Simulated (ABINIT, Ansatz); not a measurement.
## In2O3 (R-3c): one start, several treatments of the self-energy

Wanted: the gap of In2O3 (R-3c) under several approximations, with cost.

Program: ABINIT 10.8.3. Level of theory: LDA and many-body steps on it, plane waves. Results are calculated unless marked as measured.

**The experiments to reproduce.**

- Gap 3.08 eV: optical gap from linear extrapolation of the absorption edge; UV-visible absorption, Tauc-type extrapolation; powder (hydrothermally grown microspheres, annealed at 400 C) (“Fabrication and performance enhancement of an In2O3/BiVO4 heterojunction for N-butanol gas sensing applications”, 2024, pmc:11650617).

## (1) Starting point

Symmetry: R-3c, No. 167, trigonal system. The conventional cell has a = 5.487 Å, b = 5.487 Å, c = 14.510 Å, α = 90.00°, β = 90.00°, γ = 120.00°. In has 6 O at 2.12 to 2.26 Å nearest. O has 4 In at 2.12 to 2.26 Å nearest. Farther neighbours and most contacts between anions are not listed.

Coordinates:

```cif
data_structure
_symmetry_space_group_name_H-M 'R-3c:H'
_symmetry_Int_Tables_number 167
_cell_length_a 5.4870
_cell_length_b 5.4870
_cell_length_c 14.5100
_cell_angle_alpha 90.000
_cell_angle_beta 90.000
_cell_angle_gamma 120.000
_cell_volume 378.33
loop_
_atom_site_label
_atom_site_type_symbol
_atom_site_symmetry_multiplicity
_atom_site_Wyckoff_symbol
_atom_site_fract_x
_atom_site_fract_y
_atom_site_fract_z
_atom_site_occupancy
In1 In 12 c 0.66667 0.33333 0.19064 1
O1 O 18 e 0.63133 0.66667 0.41667 1
```

The cell and positions come from the Crystallography Open Database and are kept as given unless a step says otherwise. This is not the form that In2O3 usually takes at ambient conditions.

## (2) Empty states on the mesh, 4×4×4 mesh, 249 bands

This step: ABINIT 10.8.3; DFT, LDA, plane waves, norm-conserving pseudopotentials.

The sums over transitions need many empty states on a uniform mesh; this step solves for them.

run.abi

```
acell 3*1.0 Angstrom
rprim 
  2.743499999981 1.583960463511 4.836666666700
  -2.743499999981 1.583960463511 4.836666666700
  -0.000000000000 -3.167920927022 4.836666666700
ntypat 2
znucl 49 8
natom 10
typat 1 1 1 1 2 2 2 2 2 2
xred 
  0.357310000000 0.357310000000 0.357310000000
  0.142690000000 0.142690000000 0.142690000000
  0.642690000000 0.642690000000 0.642690000000
  0.857310000000 0.857310000000 0.857310000000
  0.548000000000 0.952000000000 0.250000000000
  0.250000000000 0.548000000000 0.952000000000
  0.952000000000 0.250000000000 0.548000000000
  0.452000000000 0.048000000000 0.750000000000
  0.750000000000 0.452000000000 0.048000000000
  0.048000000000 0.750000000000 0.452000000000
pp_dirpath "pseudos"
pseudos "In.upf, O.upf"
ecut 42
ngkpt 4 4 4
nshiftk 1
shiftk 0 0 0
kptopt 1
chksymbreak 0
iscf -2
irdden 1
istwfk *1
nband 249
nbdbuf 22
tolwfr 1e-09
nstep 60
prtvol 0
indata_prefix "in"
outdata_prefix "out"
tmpdata_prefix "tmp"
```

On the command line:

```sh
$ OMP_NUM_THREADS=1 mpirun -n 4 abinit run.abi > log
```

Numbers of over 12 decimals in the logs are rounded to 6 here.

Log:

```text
.Version 10.8.3 of ABINIT. v10.8.2 released Aug 2026.

 Symmetries : space group R-3 c (#167); Bravais hR (rhombohedral)
[... echo of the input left out ...]
== DATASET  1 ==================================================================
-   mpi_nproc: 4, omp_nthreads: 1 (-1 if OMP is not activated)

--- !DatasetInfo
iteration_state: {dtset: 1, }
dimensions: {natom: 10, nkpt: 13, mband: 249, nsppol: 1, nspinor: 1, nspden: 1, mpw: 11092, }
cutoff_energies: {ecut:  42.0, pawecutdg:  -1.0, }
[...]
2.60945    2.62476    2.62932    2.64576    2.65044    2.65292    2.65292    2.69564
   2.69565    2.71580    2.72771    2.72789    2.73036    2.73063    2.73811    2.76480
   2.77547
 prteigrs : prtvol=0 or 1, do not print more k-points.

== END DATASET(S) ==============================================================
================================================================================

 -outvars: echo values of variables after computation  --------
            nband         249
             nkpt          13
          spgroup         167
 [... the other variables as echoed above ...]

 Calculation completed.
```

Run time: 11 min. Hardware: 4 MPI ranks of Arm Neoverse V1, shared host; peak memory 0.96 GiB; 42 min of CPU time.

This step gave:

| Item | Value |
| --- | --- |
| gap | 1.199 eV |
| k of the valence top | 0.25, 0, 0 |
| k of the conduction bottom | 0, 0, 0 |
| least direct gap | 1.246 eV |
| k points computed | 13 |
| lowest point of the top converged band, above the valence top | 63.2921 eV |

On this mesh the gap is 1.199 eV.

The density comes from a self-consistent run that is not shown.

## (3) Screening, 4×4×4 mesh, 128 bands, screening to 98 eV

The RPA dielectric matrix is built and inverted for each q.

This step: RPA screening on LDA, plane waves, norm-conserving pseudopotentials.

Edit run.abi of step 2 so:

```diff
@@ -28,10 +28,11 @@
 chksymbreak 0
-iscf -2
-irdden 1
 istwfk *1
-nband 249
-nbdbuf 22
-tolwfr 1e-09
-nstep 60
-prtvol 0
+occopt 1
+irdwfk 1
+optdriver 3
+nband 128
+ecuteps 3.6
+inclvkb 2
+awtr 1
+symchi 1
 indata_prefix "in"
```

Log:

```text
.Version 10.8.3 of ABINIT. v10.8.2 released Aug 2026.

 Symmetries : space group R-3 c (#167); Bravais hR (rhombohedral)
[... echo of the input left out ...]
== DATASET  1 ==================================================================
-   mpi_nproc: 4, omp_nthreads: 1 (-1 if OMP is not activated)

--- !DatasetInfo
iteration_state: {dtset: 1, }
dimensions: {natom: 10, nkpt: 13, mband: 128, nsppol: 1, nspinor: 1, nspden: 1, mpw: 11092, }
cutoff_energies: {ecut:  42.0, pawecutdg:  -1.0, }
electrons: {nelect:   1.20000000E+02, charge:   0.00000000E+00, occopt:   1.00000000E+00, tsmear:   1.00000000E-02, }

 SCREENING: Calculation of the susceptibility and dielectric matrices

 Based on a program developped by R.W. Godby, V. Olevano, G. Onida, and L. Reining.
 Incorporated in ABINIT by V. Olevano, G.-M. Rignanese, and M. Torrent.
.Using double precision arithmetic ; gwpc =  8

[... cell and pseudopotentials left out ...]
--------------------------------------------------------------------------------

 ==== K-mesh for the wavefunctions ====
 Number of points in the irreducible wedge :    13
[... list of points left out ...]
 Together with 12 symmetry operations and time-reversal symmetry
 yields    64 points in the full Brillouin Zone.

 ==== Q-mesh for the screening function ====
 Number of points in the irreducible wedge :    13
[... list of points left out ...]
 Together with 12 symmetry operations and time-reversal symmetry
 yields    64 points in the full Brillouin Zone.

 setmesh: FFT mesh size selected  =    48x   48x   48
          total number of points  =       110592

 vcoul_init : cutoff-mode = AUXILIARY_FUNCTION
 q-points for optical limit:   1
     1)      0.000010    0.000020    0.000030

- screening: taking advantage of time-reversal symmetry
- Maximum band index for partially occupied states nbvw = 60
- Remaining bands to be divided among processors   nbcw = 68
- Number of bands treated by each node ~17

 Number of electrons calculated from density =  120.0000; Expected =  120.0000
 average of density, n =  0.141006
 r_s =    1.1919
 omega_plasma =   36.2222 [eV]

 calculating chi0 at frequencies [eV] :
  1    0.000000E+00    0.000000E+00
  2    0.000000E+00    3.622218E+01

--------------------------------------------------------------------------------
  q-point number  1        q = ( 0.000000, 0.000000, 0.000000) [r.l.u.]
--------------------------------------------------------------------------------
[... chi0 elements left out ...]
 For q-point:  0.000010 0.000020 0.000030
  dielectric constant =   5.0559
  dielectric constant without local fields =   5.2396

  Average fulfillment of the sum rule on Im[epsilon] for q-point    1 :     26.86  [%]
[... wings left out ...]
  q-point number  2        q = ( 0.250000, 0.000000, 0.000000) [r.l.u.]
--------------------------------------------------------------------------------
[... chi0 elements left out ...]
  Average fulfillment of the sum rule on Im[epsilon] for q-point    2 :     35.79  [%]

 [... 11 further q-points ...]
```

The job ended after 25 min (4 MPI ranks; peak memory 8.2 GiB; 1.6 h of CPU time).

This step gave:

- ε∞ with local fields, on this mesh, along the program's q direction: 5.056
- the same without local fields: 5.240
- plasma frequency: 36.22 eV
- plane waves in the screening matrix: 277

Local fields lower ε∞ by 4 %.

## (4) G0W0, Godby-Needs plasmon pole

The self-energy is evaluated for the states that the input lists, and the levels follow from it, in one-shot runs by the linearised quasiparticle equation.

This step: G0W0 on LDA, plane waves, norm-conserving pseudopotentials.

Edit run.abi of step 3 so:

```diff
@@ -31,8 +31,17 @@
 irdwfk 1
-optdriver 3
+optdriver 4
 nband 128
+gwcalctyp 0
+ecutsigx 42
+symsigma 1
+nkptgw 2
+kptgw 
+  0.2500000000 0.0000000000 0.0000000000
+  0.0000000000 0.0000000000 0.0000000000
+bdgw 
+  59 62
+  59 62
 ecuteps 3.6
-inclvkb 2
-awtr 1
-symchi 1
+irdscr 1
+ppmodel 1
 indata_prefix "in"
```

Log:

```text
.Version 10.8.3 of ABINIT. v10.8.2 released Aug 2026.

 Symmetries : space group R-3 c (#167); Bravais hR (rhombohedral)
[... echo of the input left out ...]
== DATASET  1 ==================================================================
-   mpi_nproc: 4, omp_nthreads: 1 (-1 if OMP is not activated)

--- !DatasetInfo
iteration_state: {dtset: 1, }
dimensions: {natom: 10, nkpt: 13, mband: 128, nsppol: 1, nspinor: 1, nspden: 1, mpw: 11092, }
cutoff_energies: {ecut:  42.0, pawecutdg:  -1.0, }
electrons: {nelect:   1.20000000E+02, charge:   0.00000000E+00, occopt:   1.00000000E+00, tsmear:   1.00000000E-02, }

 SIGMA: Calculation of the GW corrections

 Based on a program developped by R.W. Godby, V. Olevano, G. Onida, and L. Reining.
 Incorporated in ABINIT by V. Olevano, G.-M. Rignanese, and M. Torrent.
.Using double precision arithmetic ; gwpc =  8

[... cell and pseudopotentials left out ...]
--------------------------------------------------------------------------------

 ==== K-mesh for the wavefunctions ====
 Number of points in the irreducible wedge :    13
[... list of points left out ...]
 Together with 12 symmetry operations and time-reversal symmetry
 yields    64 points in the full Brillouin Zone.

 ==== Q-mesh for screening function ====
 Number of points in the irreducible wedge :    13
[... list of points left out ...]
 Together with 12 symmetry operations and time-reversal symmetry
 yields    64 points in the full Brillouin Zone.

 vcoul_init : cutoff-mode = AUXILIARY_FUNCTION
 q-points for optical limit:   1
     1)      0.000010    0.000020    0.000030
 setmesh: FFT mesh size selected  =    64x   64x   64
          total number of points  =       262144

 Number of electrons calculated from density =  120.0000; Expected =  120.0000
 average of density, n =  0.141006
 r_s =    1.1919
 omega_plasma =   36.2222 [eV]

 === KS Band Gaps ===
  >>>> For spin  1
   Minimum direct gap =   1.2462 [eV], located at k-point      :   0.0000  0.0000  0.0000
   Fundamental gap    =   1.1993 [eV], Top of valence bands at :   0.2500  0.0000  0.0000
                                       Bottom of conduction at :   0.0000  0.0000  0.0000
 SIGMA fundamental parameters:
 PLASMON POLE MODEL  1
 number of plane-waves for SigmaX                11031
 number of plane-waves for SigmaC and W            277
 number of plane-waves for wavefunctions         11031
 number of bands                                   128
 number of independent spin polarizations            1
 number of spinorial components                      1
 number of k-points in IBZ                          13
 number of q-points in IBZ                          13
 number of symmetry operations                      12
 number of k-points in BZ                           64
 number of q-points in BZ                           64
 number of frequencies for dSigma/dE                 9
 frequency step for dSigma/dE [eV]                0.25
 number of omega for Sigma on real axis              0
 max omega for Sigma on real axis  [eV]           0.00
 zcut for avoiding poles [eV]                     0.10

 EPSILON^-1 parameters (SCR file):
 dimension of the eps^-1 matrix on file            277
 dimension of the eps^-1 matrix used               277
 number of plane-waves for wavefunctions         11031
 number of bands                                   128
 number of q-points in IBZ                          13
 number of frequencies                               2
 number of real frequencies                          1
 number of imag frequencies                          1

 matrix elements of self-energy operator (all in [eV])

 Perturbative Calculation

--- !SelfEnergy_ee
iteration_state: {dtset: 1, }
kpoint     : [   0.250,    0.000,    0.000, ]
spin       : 1
KS_gap     :    2.787
QP_gap     :    4.380
Delta_QP_KS:    1.593
data: !SigmaeeData |
     Band     E0 <VxcDFT>   SigX SigC(E0)      Z dSigC/dE  Sig(E)    E-E0       E
       59   4.998 -20.100 -25.451   5.169   0.781  -0.281 -20.242  -0.142   4.856
       60   5.164 -20.301 -25.627   5.165   0.781  -0.281 -20.427  -0.126   5.038
       61   7.951 -16.821 -13.220  -1.821   0.824  -0.213 -15.354   1.467   9.418
       62  10.984 -16.835 -11.233  -2.929   0.830  -0.205 -14.617   2.218  13.202

--- !SelfEnergy_ee
iteration_state: {dtset: 1, }
kpoint     : [   0.000,    0.000,    0.000, ]
spin       : 1
KS_gap     :    1.246
QP_gap     :    2.701
Delta_QP_KS:    1.454
data: !SigmaeeData |
     Band     E0 <VxcDFT>   SigX SigC(E0)      Z dSigC/dE  Sig(E)    E-E0       E
       59   5.117 -20.966 -26.027   4.927   0.786  -0.273 -21.071  -0.105   5.012
       60   5.117 -20.966 -26.027   4.927   0.786  -0.273 -21.071  -0.105   5.012
       61   6.363 -15.066 -11.194  -2.267   0.841  -0.189 -13.716   1.349   7.712
       62  10.594 -13.715  -8.361  -3.263   0.841  -0.190 -11.957   1.758  12.351

== END DATASET(S) ==============================================================
================================================================================

 -outvars: echo values of variables after computation  --------
           etotal      0.0000000000E+00
            nband         128
             nkpt          13
          spgroup         167
 [... the other variables as echoed above ...]

 Calculation completed.
```

Elapsed: 54 s, on 4 MPI ranks; peak memory 4.5 GiB; 3.6 min of CPU time.

Numbers from this step:

| Item | Value |
| --- | --- |
| G0W0 gap on the points computed | 2.674 eV |
| starting gap on the mesh | 1.199 eV |
| k of the valence top | 0.25, 0, 0 |
| k of the conduction bottom | 0, 0, 0 |
| Z at the valence top | 0.781 |
| Z at the conduction bottom | 0.841 |
| least direct G0W0 gap on the computed points | 2.7 eV |

The gap on the mesh goes from 1.20 eV to 2.67 eV, a correction of +1.47 eV.

## (5) G0W0, von der Linden-Horsch plasmon pole

Edit run.abi of step 4 so:

```diff
@@ -45,3 +45,3 @@
 irdscr 1
-ppmodel 1
+ppmodel 3
 indata_prefix "in"
```

Log:

```text
.Version 10.8.3 of ABINIT. v10.8.2 released Aug 2026.

 Symmetries : space group R-3 c (#167); Bravais hR (rhombohedral)
[... echo of the input left out ...]
== DATASET  1 ==================================================================
-   mpi_nproc: 4, omp_nthreads: 1 (-1 if OMP is not activated)

--- !DatasetInfo
iteration_state: {dtset: 1, }
dimensions: {natom: 10, nkpt: 13, mband: 128, nsppol: 1, nspinor: 1, nspden: 1, mpw: 11092, }
cutoff_energies: {ecut:  42.0, pawecutdg:  -1.0, }
electrons: {nelect:   1.20000000E+02, charge:   0.00000000E+00, occopt:   1.00000000E+00, tsmear:   1.00000000E-02, }

 SIGMA: Calculation of the GW corrections

 Based on a program developped by R.W. Godby, V. Olevano, G. Onida, and L. Reining.
 Incorporated in ABINIT by V. Olevano, G.-M. Rignanese, and M. Torrent.
.Using double precision arithmetic ; gwpc =  8

[... cell and pseudopotentials left out ...]
--------------------------------------------------------------------------------

 ==== K-mesh for the wavefunctions ====
 Number of points in the irreducible wedge :    13
[... list of points left out ...]
 Together with 12 symmetry operations and time-reversal symmetry
 yields    64 points in the full Brillouin Zone.

 ==== Q-mesh for screening function ====
 Number of points in the irreducible wedge :    13
[... list of points left out ...]
 Together with 12 symmetry operations and time-reversal symmetry
 yields    64 points in the full Brillouin Zone.

 vcoul_init : cutoff-mode = AUXILIARY_FUNCTION
 q-points for optical limit:   1
     1)      0.000010    0.000020    0.000030
 setmesh: FFT mesh size selected  =    64x   64x   64
          total number of points  =       262144

 Number of electrons calculated from density =  120.0000; Expected =  120.0000
[...]
number of omega for Sigma on real axis              0
 max omega for Sigma on real axis  [eV]           0.00
 zcut for avoiding poles [eV]                     0.10

 EPSILON^-1 parameters (SCR file):
 dimension of the eps^-1 matrix on file            277
 dimension of the eps^-1 matrix used               277
 number of plane-waves for wavefunctions         11031
 number of bands                                   128
 number of q-points in IBZ                          13
 number of frequencies                               2
 number of real frequencies                          1
 number of imag frequencies                          1

 matrix elements of self-energy operator (all in [eV])

 Perturbative Calculation

--- !SelfEnergy_ee
iteration_state: {dtset: 1, }
kpoint     : [   0.250,    0.000,    0.000, ]
spin       : 1
KS_gap     :    2.787
QP_gap     :    4.424
Delta_QP_KS:    1.637
data: !SigmaeeData |
     Band     E0 <VxcDFT>   SigX SigC(E0)      Z dSigC/dE  Sig(E)    E-E0       E
       59   4.998 -20.100 -25.451   5.141   0.853  -0.173 -20.279  -0.179   4.819
       60   5.164 -20.301 -25.627   5.152   0.852  -0.173 -20.449  -0.148   5.015
       61   7.951 -16.821 -13.220  -1.916   0.883  -0.132 -15.332   1.489   9.439
[...]
--- !SelfEnergy_ee
iteration_state: {dtset: 1, }
kpoint     : [   0.000,    0.000,    0.000, ]
spin       : 1
KS_gap     :    1.246
QP_gap     :    2.594
Delta_QP_KS:    1.348
data: !SigmaeeData |
     Band     E0 <VxcDFT>   SigX SigC(E0)      Z dSigC/dE  Sig(E)    E-E0       E
[...]
61   6.363 -15.066 -11.194  -2.479   0.897  -0.115 -13.817   1.249   7.612
       62  10.594 -13.715  -8.361  -3.415   0.900  -0.111 -11.969   1.745  12.339

== END DATASET(S) ==============================================================
================================================================================

 -outvars: echo values of variables after computation  --------
           etotal      0.0000000000E+00
            nband         128
             nkpt          13
          spgroup         167
 [... the other variables as echoed above ...]

 Calculation completed.
```

Elapsed: 35 s, on 4 MPI ranks; peak memory 4.4 GiB.

This step gave:

```yaml
g0w0_gap_on_the_points_computed: 2.594 eV
starting_gap_on_the_mesh: 1.199 eV
k_of_the_valence_top: 0, 0, 0
k_of_the_conduction_bottom: 0, 0, 0
z_at_the_valence_top: 0.855
z_at_the_conduction_bottom: 0.897
least_direct_g0w0_gap_on_the_computed_points: 2.594 eV
```

Against G0W0 in ABINIT (4×4×4 mesh, 128 bands, screening to 98 eV, Godby-Needs plasmon pole), the gap moves by −0.080 eV.

[end of part 1 of 2]

[Paths, hosts, dates, memory and timing lines, banners, echoed tables and standing remarks are left out of the program output.]

[Logs are printed without paths, hosts, clocks, repeated set-up lines and the standing remarks that a program may print on its own settings, such as how far it seeks lower states.]

[Runs of the session that timed out or met a known fault of the program may be left out.]

[Hosts, paths, dates, database ids (printed as entryN), source tags and the programs' standing remarks are cut or masked in the printed files.]

[G0W0 gaps are taken among the corrected bands and points alone; a level outside them can change the order at an edge.]

[Where Ansatz stands beside ABINIT at settings called matched, ABINIT's density can come from a denser mesh and the files from another edition; pairs whose starting gaps differed by over 0.03 eV were left out, so agreement reads better than it is.]
